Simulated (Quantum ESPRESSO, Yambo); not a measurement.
# A GW chain in Yambo: SnTe (Fm-3m), part 2 of 3

Wanted: ground state, empty states, screening and self-energy for SnTe (Fm-3m).

Quantum ESPRESSO 7.5 and Yambo 5.3.0; PBE and many-body steps on it, plane waves. Known limits of the many-body steps: not at the basis limit; model gap, bands may invert with spin-orbit coupling; no spin-orbit coupling; coarse k mesh.

So far. Step 2 (Ground state): The gap is direct, at (0.000, 0.000, -0.500). Step 3 (Bands along the symmetry lines): The gap is 0.093 eV, as in the run before at this level.

The database entry behind the starting cell differs from later determinations by our own check (about 0.3 % short), so it need not match the best structure at ambient conditions.

## 4. Empty states on the mesh, 4×4×4 mesh, 129 bands

Level of this step: DFT, PBE, plane waves, norm-conserving pseudopotentials (Quantum ESPRESSO).

The sums over transitions need many empty states on a uniform mesh; this step solves for them.

File pw.in:

```
&control
  calculation = 'nscf'
  prefix = 'x'
  outdir = 'o'
  pseudo_dir = 'pseudo'
/
&system
  ibrav = 0
  nat = 2
  ntyp = 2
  ecutwfc = 88.0
  nbnd = 129
  force_symmorphic = .true.
/
&electrons
  conv_thr = 1e-9
  electron_maxstep = 80
  diago_full_acc = .true.
  diago_thr_init = 5e-6
/
ATOMIC_SPECIES
  Sn 118.71 Sn.upf
  Te 127.6 Te.upf
CELL_PARAMETERS angstrom
  -0.0000000000 3.1508500000 3.1508500000
  3.1508500000 -0.0000000000 3.1508500000
  3.1508500000 3.1508500000 -0.0000000000
ATOMIC_POSITIONS crystal
  Sn 0.0000000000 0.0000000000 0.0000000000
  Te 0.5000000000 0.5000000000 0.5000000000
K_POINTS automatic
  4 4 4 0 0 0
```

Launch:

```bash
$ OMP_NUM_THREADS=1 mpirun -n 4 pw.x -nk 4 -in pw.in > pw.out
```

What it wrote:

```text
[banner, memory and clock lines left out]
Program PWSCF v.7.5 starts

     Atomic positions and unit cell read from directory:
     o/x.save/

     Message from routine setup:
     using ibrav=0 with symmetry is DISCOURAGED, use correct ibrav instead

     G-vector sticks info

     bravais-lattice index     =            0
     lattice parameter (alat)  =       8.4206  a.u.
     unit-cell volume          =     422.1918 (a.u.)^3
     number of atoms/cell      =            2
     number of atomic types    =            2
     number of electrons       =        46.00
     number of Kohn-Sham states=          129
     kinetic-energy cutoff     =      88.0000  Ry
     charge density cutoff     =     352.0000  Ry
     Exchange-correlation= PBE
                           (   1   4   3   4   0   0   0)

     celldm(1)=   8.420572  celldm(2)=   0.000000  celldm(3)=   0.000000
     celldm(4)=   0.000000  celldm(5)=   0.000000  celldm(6)=   0.000000

     crystal axes: (cart. coord. in units of alat)
               a(1) = (  -0.000000   0.707107   0.707107 )
               a(2) = (   0.707107  -0.000000   0.707107 )
               a(3) = (   0.707107   0.707107  -0.000000 )

     reciprocal axes: (cart. coord. in units 2 pi/alat)
               b(1) = ( -0.707107  0.707107  0.707107 )
               b(2) = (  0.707107 -0.707107  0.707107 )
               b(3) = (  0.707107  0.707107 -0.707107 )
     Pseudo is Norm-conserving + core correction, Zval = 22.0
     Generated using ONCVPSP code by D. R. Hamann
     Using radial grid of 1628 points,  6 beta functions with:
     Pseudo is Norm-conserving + core correction, Zval = 24.0
     Generated using ONCVPSP code by D. R. Hamann
     Using radial grid of 1294 points,  8 beta functions with:
     Sn               22.00   118.71000     Sn( 1.00)
     Te               24.00   127.60000     Te( 1.00)

     48 Sym. Ops., with inversion, found

   Cartesian axes

     site n.     atom                  positions (alat units)
         1        Sn     tau(   1) = (   0.0000000   0.0000000   0.0000000  )
         2        Te     tau(   2) = (   0.7071068   0.7071068   0.7071068  )

     number of k points=     8
                       cart. coord. in units 2pi/alat
        k(    1) = (   0.0000000   0.0000000   0.0000000), wk =   0.0312500
        k(    2) = (   0.1767767   0.1767767  -0.1767767), wk =   0.2500000
        k(    3) = (  -0.3535534  -0.3535534   0.3535534), wk =   0.1250000
[...]
k(    7) = (  -0.7071068   0.0000000   0.0000000), wk =   0.0937500
        k(    8) = (  -0.7071068   0.3535534   0.0000000), wk =   0.1875000

     Dense  grid:    47183 G-vectors     FFT dimensions: (  54,  54,  54)

     The potential is recalculated from file :
     o/x.save/charge-density

     Starting wfcs are   26 randomized atomic wfcs +  103 random wfcs

     Band Structure Calculation

     End of band structure calculation

          k = 0.0000 0.0000 0.0000 (  5961 PWs)   bands (ev):

  -148.3226-118.5147 -98.3463 -98.3463 -98.3463 -74.2890 -74.2890 -74.2890
   -25.6109 -25.6109 -25.6075 -25.6075 -25.6075 -10.4585 -10.4585 -10.4542
   -10.4542 -10.4542  -1.3370   6.7833   9.3285   9.3285   9.3285  14.8236
    14.8236  14.8236  16.2477  16.2477  16.2477  18.3126  18.3882  18.3882
[...]
[... 5 further rows ...]
[...]
80.7726

          k = 0.1768 0.1768-0.1768 (  5901 PWs)   bands (ev):

  -148.3226-118.5147 -98.3463 -98.3463 -98.3463 -74.2890 -74.2890 -74.2890
[...]
[... 5 further rows ...]
[...]
82.8017

          k =-0.3536-0.3536 0.3536 (  5900 PWs)   bands (ev):

  -148.3226-118.5147 -98.3463 -98.3463 -98.3463 -74.2890 -74.2890 -74.2890
[...]
52.3590  52.6671  54.3267  54.3267  54.7919  54.9574  54.9574  55.9153
     [... 5 further rows ...]
    80.0655  80.6087  80.6087  80.9478  80.9478  81.2810  81.9029  82.2636
    82.2636

          k = 0.3536 0.0000 0.0000 (  5862 PWs)   bands (ev):

     [... further k-points ...]

     highest occupied, lowest unoccupied level (ev):    11.4833   11.5768

     XML data file, pseudopotentials, collected wavefunctions
```

Wall time 20 s (4 MPI ranks of Arm Neoverse V1, shared host); peak memory 0.49 GiB; 80 s of CPU time.

This step gave:

```
gap                                                           : 0.09347 eV
k of the valence top                                          : 0, 0, -0.5
k of the conduction bottom                                    : 0, 0, -0.5
least direct gap                                              : 0.09347 eV
k points computed                                             : 8
lowest point of the top converged band, above the valence top : 69.2892 eV
```

On this mesh the gap is 0.093 eV.

## 5. Conversion and set-up

This step: Yambo 5.3.0; conversion and set-up on PBE, plane waves, norm-conserving pseudopotentials.

The states are converted to the many-body program's format and the q mesh is built.

Launch:

```bash
$ (cd o/x.save; p2y > p2y.log; mv SAVE ../..); yambo > setup.log
```

What it wrote:

```text
 Yambo, version 5.3.0

 [02] CORE Variables Setup
 =========================

  [02.01] Unit cells
  ==================

  Cell kind             :  FCC
  Atoms in the cell     :  Sn  Te
  number of Sn atoms    :  1
  number of Te atoms    :  1

  List of atomic masses
  Mass of Sn    :  118.7100
  Mass of Te    :  127.6000

  List of atomic coordinates    : [cc]
  Sn1       :  0.000000  0.000000  0.000000  order 1
  Te1       :  5.954244  5.954244  5.954244  order 2

  Alat factors          :  5.954244  5.954244  5.954244 [a.u.]
  Direct lattice volume :  422.1918 [a.u.]
  Direct lattice vectors:  A[ 1 ]  A[ 2 ]  A[ 3 ]
   A[ 1 ]: -0.000000  1.000000  1.000000  [iru]
  -0.000000  5.954244  5.954244  [cc]
   A[ 2 ]:  1.000000 -0.000000  1.000000  [iru]
   5.954244 -0.000000  5.954244  [cc]
   A[ 3 ]:  1.000000  1.000000 -0.000000  [iru]
   5.954244  5.954244 -0.000000  [cc]

  Recip. lattice volume :  0.587530 [a.u.]
  Recip. lattice vectors:  B[ 1 ]  B[ 2 ]  B[ 3 ]
   B[ 1 ]: -0.500000  0.500000  0.500000  [iku]
  -0.527622  0.527622  0.527622  [cc]
   B[ 2 ]:  0.500000 -0.500000  0.500000  [iku]
   0.527622 -0.527622  0.527622  [cc]
   B[ 3 ]:  0.500000  0.500000 -0.500000  [iku]
   0.527622  0.527622 -0.527622  [cc]

  [02.02] Symmetries
  ==================

  Inversion symmetry    : yes
  Spatial inversion     : yes
  Inversion index       :  25
  K-space Time-reversal : no
  Magnetic symmetries   : no
  Group table correct   : yes
  Symmetries units      :  [cc]

   [S  1]:   1.0000     -0.33839E-16 -0.33839E-16 -0.33839E-16   1.0000      0.33839E-16  0.33839E-16  0.33839E-16   1.0000
   [S  2]:  -1.0000      0.33839E-16 -0.33839E-16  0.33839E-16  -1.0000      0.33839E-16 -0.33839E-16 -0.33839E-16   1.0000
   [S  3]:  -1.0000     -0.33839E-16  0.33839E-16  0.33839E-16   1.0000     -0.33839E-16 -0.33839E-16  0.33839E-16  -1.0000
[...]
[... 36 further rows ...]
   [S 47]: -0.33839E-16   1.0000      0.33839E-16  0.33839E-16 -0.33839E-16  -1.0000       1.0000      0.33839E-16 -0.33839E-16
   [S 48]: -0.33839E-16  -1.0000     -0.33839E-16  0.33839E-16  0.33839E-16   1.0000       1.0000     -0.33839E-16  0.33839E-16

  [02.03] Reciprocal space
  ========================

  nG shells         :   424
  nG charge         :   47183
  nG WFs            :   7025
  nC WFs            :   5961
  G-vecs. in first 42 shells:  [ Number ]
     1    9   15   27   51   59   65   89  113
    137   169   181   229   259   283   307   331   339
    387   411   459   531   537   561   609   645   701
[...]
1139  1211  1243  1291  1363  1411
  ...
  Shell energy in first 42 shells:  [ mHa ]
[...]
7098.83      7238.02      7794.79      8212.37      8908.33      9325.91      9465.11      10021.9      10439.5
    10578.6      11135.4      11553.0      11692.2      12249.0      12666.5      13362.5      13780.1      13919.3
[...]
BZ  K-points                                      :   64

  K/Q-points units:
  rlu = crystal or reduced units; cc = cartesian coordinates; iku = interal k-units

  K [1]          [rlu]:  0.000000  0.000000  0.000000
         WF components:   5961
  K [2]          [rlu]: -0.66760E-18 -0.66760E-18  0.25000
         WF components:   5901
  K [3]          [rlu]:  0.13352E-17  0.13352E-17 -0.50000
         WF components:   5900
  K [4]          [rlu]:  0.24960E-17  0.25000      0.25000
         WF components:   5862
  K [5]          [rlu]: -0.27206E-16  0.25000     -0.50000
         WF components:   5867
  [... 2 further k-points ...]
  K [8]          [rlu]:  0.250000 -0.500000 -0.250000
         WF components:   5876

  [02.05] Energies & Occupations
  ==============================

  [X] === General ===
  [X] Electronic Temperature                        :  0.000000  0.000000 [eV K]
  [X] Bosonic    Temperature                        :  0.000000  0.000000 [eV K]
  [X] Finite Temperature mode                       : no
  [X] El. density                                   :  0.73527E+24 [cm-3]
  [X] Fermi Level                                   :  11.48335 [eV]

  [X] === Gaps and Widths ===
  [X] Conduction Band Min                           :  0.093469 [eV]
  [X] Valence Band Max                              :  0.000000 [eV]
  [X] Filled Bands                                  :  23
  [X] Empty Bands                                   :   24  129
  [X] Direct Gap                                    :  0.093469 [eV]
  [X] Direct Gap localized at k                     :  3
  [X] Indirect Gap                                  :  0.093469 [eV]
  [X] Indirect Gap between kpts                     :  3  3
  [X] Last valence band width                       :  3.754438 [eV]
  [X] 1st conduction band width                     :  3.246796 [eV]

  E @ K [1]:  [eV]
  -159.8060 -129.9981 -109.8296 -109.8296 -109.8296  -85.7723  -85.7723  -85.7723
  -37.09420 -37.09420 -37.09082 -37.09082 -37.09082 -21.94186 -21.94186 -21.93756
  -21.93756 -21.93756 -12.82031  -4.70001  -2.15487  -2.15487  -2.15487   3.34027
[...]
occ @ K [1]
[...]
E @ K [2]:  [eV]
[...]
occ @ K [2]
[...]
E @ K [3]:  [eV]
[...]
occ @ K [3]
[...]
E @ K [4]:  [eV]
[...]
occ @ K [4]
[...]
E @ K [5]:  [eV]
[...]
occ @ K [5]
[...]
[... 2 further k-points ...]
  E @ K [8]:  [eV]
[...]
occ @ K [8]
[...]
0.000000  0.000000  0.000000  0.000000  0.000000  0.000000  0.000000  0.000000
   0.000000  0.000000  0.000000  0.000000  0.000000  0.000000  0.000000  0.000000

 [03] Transferred momenta grid and indexing
 ==========================================

 IBZ Q-points                                      :   8
 BZ  Q-points                                      :   64

 K/Q-points units:
 rlu = crystal or reduced units; cc = cartesian coordinates; iku = interal k-units

 Q [1]          [rlu]:  0.000000  0.000000  0.000000
 Q [2]          [rlu]:  0.78548E-18  0.78548E-18  0.25000
 Q [3]          [rlu]: -0.15710E-17 -0.15710E-17 -0.50000
[...]
Q [7]          [rlu]: -0.49919E-17 -0.50000     -0.50000
 Q [8]          [rlu]:  0.250000 -0.500000 -0.250000

  [03.01] X indexes
  =================

   [03.01.01] Sigma indexes
   ========================

 [06] Game Over & Game summary
```

Elapsed: 3.3 s, on 1 MPI rank; peak memory 0.26 GiB.

[end of part 2 of 3]

[Paths, hosts, dates, memory and timing lines, banners, echoed tables and standing remarks are left out of the program output.]

[Logs are printed without paths, hosts, clocks, repeated set-up lines and the standing remarks that a program may print on its own settings, such as how far it seeks lower states.]

[Runs of the session that timed out or met a known fault of the program may be left out.]

[Hosts, paths, dates, database ids (printed as entryN), source tags and the programs' standing remarks are cut or masked in the printed files.]
